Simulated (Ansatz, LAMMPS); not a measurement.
# Time against size: Li+ triflate in diethyl carbonate at 330 K (135 atoms) repeated, support functions

Density of this cell: 1.05 g/cm³. The cell holds 135 atoms: 36 C, 24 O, 70 H, 1 S, 3 F and 1 Li. Its edges and angles: a = 11.569 Å, b = 11.569 Å, c = 11.569 Å, α = 90.0°, β = 90.0°, γ = 90.0°. 7 diethyl carbonate, 1 Li+, 1 triflate placed at random, at 1.05 g/cm³; overlaps pushed apart, then 10 ps at 550 K with Joung-Cheatham ions (J. Phys. Chem. B 112, 9020 (2008)); MMFF94 bonds, angles, torsions, charges and radii (Halgren, J. Comput. Chem. 17, 490 (1996)) in harmonic and 12-6 forms; charges of ions scaled by 0.8. Snapshot after 30 ps at 330 K and fixed volume.

Calculated with Ansatz 0.2.0: Kohn-Sham DFT, PBE+D3(BJ), PAW (set soft_1), localised support functions (medium); the typed cell is repeated and solved at Γ on 1 × NVIDIA GB200 with 32 threads of Arm Neoverse V2, shared host.

| atoms | wall time divided by the number of SCF cycles (s) | repeats | SCF cycles |
| --- | --- | --- | --- |
| 135 | 0.2825 | 1×1×1 | 16 |
| 1080 | 0.8216 | 2×2×2 | 19 |
| 3645 | ? | ? | ? |
| 8640 | 12.27 | 4×4×4 | 22 |

Task: Fit a power law of the atom count to the rows given and interpolate to the withheld row.

**Working.**

A power law y = A x^b is a line in u = ln x and v = ln y.

| u = ln x | v = ln y |
| --- | --- |
| 4.90527 | -1.26408 |
| 6.98472 | -0.196527 |
| 9.06416 | 2.50734 |

With n = 3: mean u = 6.98472, mean v = 0.348913, Σ(u − ū)² = 8.6482, Σ(u − ū)(v − v̄) = 7.8424. Slope b = 7.8424 / 8.6482 = 0.90683; intercept a = v̄ − b ū = -5.9851.

At the withheld row u = 8.201, v = a + b u = 1.452, and y = exp(v).

Prediction at 3645: 4.272 s. The run gave 2.802 s, so the fit is high by 1.5 s (52 % of the value).

The fitted exponent is 0.91. Between neighbouring rows, the withheld one included, the exponents are 0.51, 1.0 and 1.7, so one power law doesn't hold over the range. Among the rows given, the largest relative miss of the fit is at 1080, by 0.60 s (73 %).

Limits: One run a row; fixed overheads weigh on the small cells.

[Hosts, paths, dates, database ids (printed as entryN), source tags and the programs' standing remarks are cut or masked in the printed files.]

[The MMFF94 radii named for the starting cell were scaled by 0.96; in molecules described by MMFF94, hydrogen bound to N, O or S took a small fixed 12-6 site in their place.]
